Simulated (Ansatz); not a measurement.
In doubt: masses and optical values from hybrid runs of this build are listed as unsure (in some of the runs), which bears on the screening that GW takes from such a start.

BaTiO3 (Barioperovskite), computed twice by G0W0.

```xyz
5
Lattice="3.9855 0.0000 0.0000 0.0000 2.8369 2.8451 0.0000 -2.8369 2.8451" Properties=species:S:1:pos:R:3 pbc="T T T"
Ba    0.0000    0.0000    0.0000
Ti    1.9928    0.0000    2.9157
O     0.0000    0.0000    2.7735
O     1.9928   -1.3804    4.2594
O     1.9928    1.3804    4.2594
```

The cell and positions come from the Crystallography Open Database and are kept as given unless a step says otherwise. Spin-orbit coupling is left out unless a run names it. PAW set soft_2, made with PBE.

The first (Ansatz 0.2.0; start HSE06, 4×4×4 mesh, 509 empty bands, screening to 230 eV; 1 × NVIDIA H100 80GB HBM3 (shared by 6 runs) with 3 threads of AMD EPYC 7R13 (Zen 3), shared host) gave, on its mesh: starting gap 3.31 eV, G0W0 gap 3.67 eV, RPA ε∞ (mean) 4.64, 82 s.

The second gave: starting gap 1.82 eV, G0W0 gap 3.44 eV, RPA ε∞ (mean) 6.55, 63 s.

What was changed in the input? Choose among start, files, mesh, bands and cutoff, frequency model or another key.

Changed: start from HSE06 to LDA and frequency model from contour deformation to plasmon pole. A jump of this size in the start, with ε∞ moving the other way, marks another functional. Other changes could give like numbers; this is the one that was made.

Limits: not at the basis limit; no spin-orbit coupling; coarse k mesh.

[Paths, hosts, dates, memory and timing lines, banners, echoed tables and standing remarks are left out of the program output.]

[Logs are printed without paths, hosts, clocks, repeated set-up lines and the standing remarks that a program may print on its own settings, such as how far it seeks lower states.]

[Runs of the session that timed out or met a known fault of the program may be left out.]

[Cells called generated may have been cut or substituted from an entry of the Crystallography Open Database or the Materials Project.]

[Hosts, paths, dates, database ids (printed as entryN), source tags and the programs' standing remarks are cut or masked in the printed files.]
